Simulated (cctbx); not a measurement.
# Symmetry from intensities

Cell: a = 19.5740 Å, b = 3.8740 Å, c = 3.8240 Å, α = 90.00°, β = 90.00°, γ = 90.00°. Expected content of the cell: Lu4 Sb4 Cu4 P4.

Simulated single-crystal data (cctbx): synchrotron X-rays, λ = 0.6889 Å, to d = 0.8 Å, 80 % of the full sphere, strongest reflection 20000 counts, noise from counting, a 3 % proportional error and a noise floor of 15 counts (s.d.); no absorption.

A first pass over the reflections prints:

```text
1909 reflections to d = 0.801 A
centring   violations  <I/sigma> of those
    A        570 of   929     10.5
    B        590 of   954     10.4
    C        578 of   973     10.3
    I        602 of   940     10.6
    R        773 of  1270     10.6
    F        869 of  1428     10.4
Laue class    unique    Rint  (classes that these axes allow; Friedel mates merged)
P -1             1142   0.028
P 1 2/m 1         679   0.033
P 1 1 2/m         681   0.033
P 2/m 1 1         618   0.033
P m m m           402   0.035
space group    extra absences  I>4sigma  <I/sigma>
P 2 2 2                 0          0         -  acentric
P 2 2 21                3          0      -0.3  acentric
P 21 2 2               17          0       0.1  acentric
P 2 21 2                4          0      -0.4  acentric
P 21 21 2              21          0       0.0  acentric
P 2 21 21               7          0      -0.4  acentric
P 21 2 21              20          0       0.1  acentric
P 21 21 21             24          0      -0.0  acentric
P m m 2                 0          0         -  acentric
P 2 m m                 0          0         -  acentric
P m 2 m                 0          0         -  acentric
P 21 m a              152          0      -0.0  acentric
P m 2 a               152          0      -0.0  acentric
P n m 21               26          0      -0.1  acentric
P n 21 m               26          0      -0.1  acentric
P n 21 a              178          0      -0.0  acentric
P m m m                 0          0         -  centric
P m m a               152          0      -0.0  centric
P n m m :1             26          0      -0.1  centric
P n m m :2             26          0      -0.1  centric
P n m a               178          0      -0.0  centric
Wilson B = 1.47 A^2   <|E^2-1|> = 0.910 (0.968 centric, 0.736 acentric)   E^2>4: 4.0 %
shell (A)         n   <I/sigma>
19.58 - 1.60     70     21.2
 1.60 - 1.27     46     25.4
 1.27 - 1.11     55     22.4
 1.11 - 1.01     46     22.8
 1.01 - 0.94     47     19.8
 0.94 - 0.88     51     20.6
 0.88 - 0.84     48     20.2
 0.84 - 0.80     39     13.8
```

Q: Read the symmetry from these tables.

Every centring test has many violations, so the lattice is primitive.

Rint stays low (0.028 to 0.035) up to P m m m, the highest class in these axes.

21 settings pass the absence test. The most absences obeyed, 178, belong to P n 21 a and P n m a, which absences can't tell apart.

⟨|E²−1|⟩ = 0.910 leans to a centrosymmetric structure. The Wilson B of 1.47 Å² means U ≈ 0.0186 Å².

The true group is Pnma (no. 62), Laue class mmm, centrosymmetric. The tables only narrow the choice to the tied entries; cell content, site symmetry and trial solutions must settle it.

This is a model crystal, built by substitution and not relaxed, with assumed displacement parameters.

[Logs are printed without paths, hosts, clocks, repeated set-up lines and the standing remarks that a program may print on its own settings, such as how far it seeks lower states.]
